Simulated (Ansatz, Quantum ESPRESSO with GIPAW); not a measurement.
**23Na and 35Cl NMR of NaCl, calculated**

Wanted: NMR shieldings for each site of NaCl.

Main program and level: Quantum ESPRESSO with GIPAW 8.0dev (patched build); DFT, PBE, plane-wave PAW (pslibrary 1.0.0 recipes), scalar-relativistic, GIPAW; a patched development version of the program.

The database entry behind the starting cell differs from later determinations by our own check (an axis about 0.4 % short against later determinations), so it need not match the best structure at ambient conditions.

## (1) Set-up

It takes space group Fm-3m (No. 225, cubic). Conventional cell: a = 5.620 Å, b = 5.620 Å, c = 5.620 Å, α = 90.00°, β = 90.00°, γ = 90.00°. Cl has 6 Na at 2.81 Å nearest. Nearest to Na lie 6 Cl at 2.81 Å. Farther neighbours and most contacts between anions are not listed.

The cell is an entry of the Crystallography Open Database; it need not be the form that is stable at ambient conditions.

## (2) Ground state

The shielding is a linear response of the occupied states, which this run provides. It is converged far beyond what an energy needs, since the response uses the wavefunctions themselves. No empty states are asked for: the response is solved without them. The mesh has a spacing of 0.33 Å⁻¹ at most. The PAW files were made with ld1.x from the pslibrary 1.0.0 recipes, with GIPAW reconstruction switched on.

Contents of scf.in:

```
&control
  calculation = 'scf'
  prefix = 'x'
  outdir = './tmp/'
  pseudo_dir = './'
/
&system
  ibrav = 0
  nat = 2
  ntyp = 2
  ecutwfc = 75
  ecutrho = 450
  nbnd = 8
/
&electrons
  conv_thr = 1.0d-10
  mixing_beta = 0.7
  electron_maxstep = 100
/
ATOMIC_SPECIES
  Cl 35.450 Cl.pbe-n-kjpaw_psl.1.0.0-gipaw.UPF
  Na 22.990 Na.pbe-spn-kjpaw_psl.1.0.0-gipaw.UPF
CELL_PARAMETERS angstrom
  0.00000000 2.81000000 2.81000000
  2.81000000 0.00000000 2.81000000
  2.81000000 2.81000000 0.00000000
ATOMIC_POSITIONS crystal
  Cl 0.50000000 0.50000000 0.50000000
  Na 0.00000000 0.00000000 0.00000000
K_POINTS automatic
  6 6 6 0 0 0
```

On the command line:

```console
$ mpirun -np 4 pw.x -nk 4 -in scf.in > scf.out
```

The program printed:

```text
using ibrav=0 with symmetry is DISCOURAGED, use correct ibrav instead

     bravais-lattice index     =            0
     lattice parameter (alat)  =       7.5097  a.u.
     unit-cell volume          =     299.4646 (a.u.)^3
     number of atoms/cell      =            2
     number of atomic types    =            2
     number of electrons       =        16.00
     number of Kohn-Sham states=            8
     kinetic-energy cutoff     =      75.0000  Ry
     charge density cutoff     =     450.0000  Ry
     scf convergence threshold =      1.0E-10
     mixing beta               =       0.7000
     number of iterations used =            8  plain     mixing
     Exchange-correlation= SLA-PW-PBX-PBC
                           (   1   4   3   4   0   0   0)
[...]
Cl                7.00    35.45000     Cl( 1.00)
     Na                9.00    22.99000     Na( 1.00)

     48 Sym. Ops., with inversion, found
[...]
number of k points=    16
[...]
Dense  grid:    48359 G-vectors     FFT dimensions: (  54,  54,  54)

     Smooth grid:    26301 G-vectors     FFT dimensions: (  45,  45,  45)

     Initial potential from superposition of free atoms

     starting charge      15.9937, renormalised to      16.0000
     Starting wfcs are    9 randomized atomic wfcs

     Self-consistent Calculation

     iteration #  1     ecut=    75.00 Ry     beta= 0.70
     Davidson diagonalization with overlap
     ethr =  1.00E-02,  avg # of iterations =  1.0

     Threshold (ethr) on eigenvalues was too large:
     Diagonalizing with lowered threshold

     Davidson diagonalization with overlap
     ethr =  4.70E-04,  avg # of iterations =  2.2

     total energy              =    -188.82563348 Ry
     estimated scf accuracy    <       0.05340554 Ry

     iteration #  2     ecut=    75.00 Ry     beta= 0.70
     Davidson diagonalization with overlap
     ethr =  3.34E-04,  avg # of iterations =  2.5

     total energy              =    -188.84352725 Ry
     estimated scf accuracy    <       0.01092778 Ry

     iteration #  3     ecut=    75.00 Ry     beta= 0.70
[...]
total energy              =    -188.84571555 Ry
     estimated scf accuracy    <       0.00040480 Ry

[...]
total energy              =    -188.84624699 Ry
[...]
iteration # 18     ecut=    75.00 Ry     beta= 0.70
     Davidson diagonalization with overlap
     ethr =  2.54E-12,  avg # of iterations =  1.8

     total energy              =    -188.84624699 Ry
     estimated scf accuracy    <          1.2E-10 Ry

     iteration # 19     ecut=    75.00 Ry     beta= 0.70
     Davidson diagonalization with overlap
     ethr =  7.81E-13,  avg # of iterations =  1.9

     End of self-consistent calculation
     [one-electron energies left out]

!    total energy              =    -188.84624699 Ry
     total all-electron energy =     -1248.133261 Ry
     estimated scf accuracy    <          6.9E-11 Ry

     The total energy is the sum of the following terms:
     one-electron contribution =     -80.50820473 Ry
     hartree contribution      =      46.99292389 Ry
     xc contribution           =     -25.67839845 Ry
     ewald contribution        =     -69.05088543 Ry
     one-center paw contrib.   =     -60.60168227 Ry

     convergence has been achieved in  19 iterations
[...]
JOB DONE.
```

Wall time 8.2 s (4 MPI ranks of Intel Xeon 6975P-C (Granite Rapids), shared host); peak memory 0.44 GiB.

It converged in 19 cycles to an estimated accuracy of 7e-11 Ry, on 16 irreducible k-points.

## (3) Shieldings

The job finds the current that a weak uniform field induces (applied as a long wave, q_gipaw) and the field that this current makes at each nucleus. On atoms with p or d valence electrons much of the paramagnetic part arises close to the nucleus, where the PAW partial waves rebuild the true states. pawproj makes the reconstruction use the PAW data sets' own projectors.

Contents of nmr.in:

```
&inputgipaw
  job = 'nmr'
  prefix = 'x'
  tmp_dir = './tmp/'
  restart_mode = 'from_scratch'
  verbosity = 'low'
  q_gipaw = 0.01
  spline_ps = .true.
  conv_threshold = 1.0d-14
  use_nmr_macroscopic_shape = .false.
  pawproj(1) = .true.
  pawproj(2) = .true.
/
```

On the command line:

```console
$ mpirun -np 4 gipaw.x -in nmr.in > nmr.out
```

The program printed:

```text
[banner, memory and clock lines left out]
[a note of our patched build left out]

     Parallelizing q-star over 1 images

     IMPORTANT: XC functional enforced from input :
     Exchange-correlation= PBE
                           (   1   4   3   4   0   0   0)
     Any further DFT definition will be discarded
     Please, verify this is what you really want

[...]
alpha_pv=     97.7940 eV

     spline_ps is .false., expect some extrapolation errors

     q-space interpolation up to    90.00 Rydberg

     GIPAW job: nmr
     NMR macroscopic correction: no
[...]
Computing the magnetic susceptibility     isolve=0    ethr=  0.1000E-13
     Starting from scratch
     k-point #    1 of    16      pool #  1    cpu time:       0.7
[...]
End of magnetic susceptibility calculation

     f-sum rule (1st term):
           -13.9595          0.0000         -0.0000
             0.0000        -13.9595          0.0000
            -0.0000          0.0000        -13.9595

     f-sum rule (2nd term):
            -0.5366          0.0000          0.0000
             0.0000         -0.5366         -0.0000
             0.0000          0.0000         -0.5366

     f-sum rule (should be   -14.4937):
           -14.4961          0.0000         -0.0000
             0.0000        -14.4961         -0.0000
            -0.0000          0.0000        -14.4961

[... susceptibilities left out ...]
     Contributions to the NMR chemical shifts: -------------------------------

     Macroscopic shape contribution in ppm:                    0.00
             0.0000          0.0000          0.0000
             0.0000          0.0000          0.0000
             0.0000          0.0000          0.0000

     Core contribution in ppm:

     Atom  1  Cl  pos: (  0.707107  0.707107  0.707107)  core sigma:        1050.85
     Atom  2  Na  pos: (  0.000000  0.000000  0.000000)  core sigma:         377.27

     Bare contribution in ppm:

     Atom  1  Cl  pos: (  0.707107  0.707107  0.707107)  bare sigma:          85.95
[...]
Atom  2  Na  pos: (  0.000000  0.000000  0.000000)  bare sigma:         124.21
[...]
Diamagnetic contribution in ppm:

     Atom  1  Cl  pos: (  0.707107  0.707107  0.707107)  dia sigma:          -8.13
[...]
Atom  2  Na  pos: (  0.000000  0.000000  0.000000)  dia sigma:         108.40
[...]
Paramagnetic contribution in ppm:

     Atom  1  Cl  pos: (  0.707107  0.707107  0.707107)  para sigma:        -317.70
[...]
Atom  2  Na  pos: (  0.000000  0.000000  0.000000)  para sigma:         594.64
[...]
Paramagnetic US occ-occ contribution in ppm:

     Atom  1  Cl  pos: (  0.707107  0.707107  0.707107)  para_oo sigma:          -0.84
[...]
Atom  2  Na  pos: (  0.000000  0.000000  0.000000)  para_oo sigma:          -2.17
[...]
Paramagnetic US L_R Q_R contribution in ppm:

     Atom  1  Cl  pos: (  0.707107  0.707107  0.707107)  para_lq sigma:         153.52
[...]
Atom  2  Na  pos: (  0.000000  0.000000  0.000000)  para_lq sigma:        -665.21
[...]
Total NMR chemical shifts in ppm: ---------------------------------------
     (adopting the Simpson convention for anisotropy and asymmetry)-----------

     Atom  1  Cl  pos: (  0.707107  0.707107  0.707107)  Total sigma:         963.65
           963.6472         -0.0000         -0.0000
            -0.0000        963.6472         -0.0000
            -0.0000         -0.0000        963.6472

     Cl      1    anisotropy:      0.00    eta:    0.0000
[...]
Atom  2  Na  pos: (  0.000000  0.000000  0.000000)  Total sigma:         537.14
           537.1379         -0.0000          0.0000
            -0.0000        537.1379          0.0000
             0.0000          0.0000        537.1379

     Na      2    anisotropy:      0.00    eta:    0.0000
[...]
```

It took 51 s on 4 MPI ranks; peak memory 0.35 GiB.

The f-sum rule is met to 0.0024 of 14.5 (0.02 %). Converged shieldings require that this miss be small, but a small miss does not prove them.

From the symmetric part of each tensor, with principal values σ11 ≤ σ22 ≤ σ33: σ_iso is their mean, the span is σ33 − σ11 and the skew 3(σ_iso − σ22)/span. (gipaw.x prints an anisotropy in another convention.)

```
site  atom no.  atoms in cell  σ_iso (ppm)  span (ppm)  skew
  Cl         1              1        963.6         0.0     -
  Na         2              1        537.1         0.0     -
```

The macroscopic shape term is switched off. For a spherical sample the valence susceptibility of this run would add about 9 ppm to every site, a rough estimate, since the susceptibility converges slowly and lacks part of the PAW terms. Differences within the crystal don't depend on it, but shieldings of different compounds can't be compared to better than a few ppm without it.

Cl and Na sit on cubic site symmetry, where the tensor must be isotropic.

How the isotropic values are made up (ppm). The core part is that of the free atom's core; bare is the current of the smooth valence states; the last two are what the PAW spheres add to the diamagnetic and the paramagnetic current:

```
site    core   bare  reconstruction, dia  reconstruction, para
  Cl  1050.8   85.9                 -8.1                -165.0
  Na   377.3  124.2                108.4                 -72.7
```

The quadrupolar nuclei (23Na and 35Cl) sit on sites where the field gradient vanishes by symmetry, so they have no quadrupolar coupling.

## (4) Sites, surroundings and shifts

Covalently bonded atoms count as neighbours within 1.18 times the sum of their radii. Otherwise a cation's neighbours lie within 1.2 times its shortest bond (1.3 for large cations, each anion's radius taken off where they differ), and an anion's are the cations that count it.

```
site  atom no.  atoms in cell  surroundings  bonds (Å)  σ_iso (ppm)
  Cl         1              1  bound to Na6      2.810        963.6
  Na         2              1         NaCl6      2.810        537.1
```

## (5) Other settings and structures

Each row names what was changed: another mesh tests the sampling of the zone; another functional shows how far the paramagnetic term hangs on the exchange-correlation form; another cutoff tests the basis.

Changes of σ_iso (ppm) against the run above (PBE, cutoffs 75 and 450 Ry, mesh 6×6×6, 3.9 min). Times are CPU times of pw.x and gipaw.x together, on 4 MPI ranks of Intel Xeon 6975P-C (Granite Rapids), shared host; on a shared host they are rough. A run is marked as doubtful where the f-sum miss passes 0.015 electrons, or that much for each three atoms in larger cells (with Tl, Pb, Hg, Bi or Sn a third of that, or a mesh spacing over 0.26 Å⁻¹), or where the susceptibility is unphysically large.

```
                                      run  CPU time  f-sum miss     Cl     Na
                               mesh 7×7×7   4.3 min      0.0018   +0.6   +0.1
                                      LDA   3.2 min      0.0028  -36.4  -10.3
cutoffs 55 and 330 Ry (coarse on purpose)   1.7 min       0.011   -0.0   -2.4
                      mesh 4×4×4 (marked)   1.9 min       0.026  -16.0   -1.8
                                 Wu-Cohen   3.4 min      0.0026  -11.0   -1.3
                    cutoffs 90 and 540 Ry   3.6 min      5.0e-4   +0.0   +1.5
```

The largest move is -36.4 ppm, on Cl, from LDA.

## (6) What goes wrong with a poor setting

One more run, with a slip of the kind that is easily made.

Changes to scf.in since step 2:

```diff
@@ -20,4 +20,4 @@
 ATOMIC_SPECIES
-  Cl 35.450 Cl.pbe-n-kjpaw_psl.1.0.0-gipaw.UPF
-  Na 22.990 Na.pbe-spn-kjpaw_psl.1.0.0-gipaw.UPF
+  Cl 35.450 Cl.pbe-n-kjpaw_psl.1.0.0.UPF
+  Na 22.990 Na.pbe-spn-kjpaw_psl.1.0.0.UPF
 CELL_PARAMETERS angstrom
```

On the command line:

```console
$ mpirun -np 4 pw.x -nk 4 -in scf.in > scf.out
```

This SCF reached its threshold; then the response:

Changes to nmr.in since step 3:

```diff
@@ -10,4 +10,2 @@
   use_nmr_macroscopic_shape = .false.
-  pawproj(1) = .true.
-  pawproj(2) = .true.
 /
```

On the command line:

```console
$ mpirun -np 4 gipaw.x -in nmr.in > nmr.out
```

The program printed:

```text
[banner, memory and clock lines left out]
[a note of our patched build left out]

     Parallelizing q-star over 1 images

     IMPORTANT: XC functional enforced from input :
     Exchange-correlation= PBE
                           (   1   4   3   4   0   0   0)
     Any further DFT definition will be discarded
     Please, verify this is what you really want

     WARNING: the pseudopotential of Cl has no GIPAW data: results for this element lack core and reconstruction terms
     WARNING: the pseudopotential of Na has no GIPAW data: results for this element lack core and reconstruction terms
[...]
alpha_pv=     97.7940 eV

     spline_ps is .false., expect some extrapolation errors

     q-space interpolation up to    90.00 Rydberg

     GIPAW job: nmr
     NMR macroscopic correction: no
[...]
Computing the magnetic susceptibility     isolve=0    ethr=  0.1000E-13
     Starting from scratch
     k-point #    1 of    16      pool #  1    cpu time:       0.7
[...]
End of magnetic susceptibility calculation

[...]
Paramagnetic contribution in ppm:

     Atom  1  Cl  pos: (  0.707107  0.707107  0.707107)  para sigma:           0.00
[...]
Atom  2  Na  pos: (  0.000000  0.000000  0.000000)  para sigma:           0.00
[...]
Paramagnetic US occ-occ contribution in ppm:

     Atom  1  Cl  pos: (  0.707107  0.707107  0.707107)  para_oo sigma:           0.00
[...]
Atom  2  Na  pos: (  0.000000  0.000000  0.000000)  para_oo sigma:           0.00
[...]
Paramagnetic US L_R Q_R contribution in ppm:

     Atom  1  Cl  pos: (  0.707107  0.707107  0.707107)  para_lq sigma:           0.00
[...]
Atom  2  Na  pos: (  0.000000  0.000000  0.000000)  para_lq sigma:           0.00
[...]
Total NMR chemical shifts in ppm: ---------------------------------------
     (adopting the Simpson convention for anisotropy and asymmetry)-----------

     Atom  1  Cl  pos: (  0.707107  0.707107  0.707107)  Total sigma:          85.95
[...]
Cl      1    anisotropy:      0.00    eta:    0.0000
[...]
Atom  2  Na  pos: (  0.000000  0.000000  0.000000)  Total sigma:         124.21
[...]
Na      2    anisotropy:     -0.00    eta:    0.0000
[...]
```

It took 44 s on 4 MPI ranks; peak memory 0.34 GiB; 2.9 min of CPU time.

The run ends without an error, but the fault (files without GIPAW data) moves σ_iso of Cl by -877.7 ppm (both without the shape term); the f-sum rule is missed by 0.0024 electrons. Its numbers are not to be used. Without partial waves and core orbitals the core and reconstruction terms are missing.

## (7) What came out

- 23Na shielding without shape term: 537.1 ppm
- 35Cl shielding without shape term: 963.6 ppm

In words: 23Na has one site (NaCl6), with isotropic shielding 537.1 ppm (shape term left out). A shift needs a reference, δ = σ_ref − σ, fixed on measured compounds; for 23Na of this kind at this level too few were at hand, or they scattered too widely about a line, so none is given. Going to mesh 7×7×7 changes no isotropic shielding by more than 0.63 ppm, so the main run is converged in that respect. Going to cutoffs 90 and 540 Ry changes no isotropic shielding by more than 1.5 ppm, a first measure of the error left in that respect. The cheaper run with cutoffs 55 and 330 Ry takes about 45 % of the time and is off by 2.4 ppm on Na. The largest change with the functional is 36.4 ppm in absolute shielding; part of that drops out once each functional has its own reference line. This build of gipaw.x prints that it is not audited and that its numbers are no references by themselves. It also reports spline_ps as false although the input sets it; why was not traced.

[Banner, clock, file and message-heading lines were taken out of the pw.x and gipaw.x logs.]

[Logs are printed without paths, hosts, clocks, repeated set-up lines and the standing remarks that a program may print on its own settings, such as how far it seeks lower states.]

[Hosts, paths, dates, database ids (printed as entryN), source tags and the programs' standing remarks are cut or masked in the printed files.]

[Where no reference line passes its bar on scatter, no shift is given, so a measured shift of this compound may stand uncompared.]
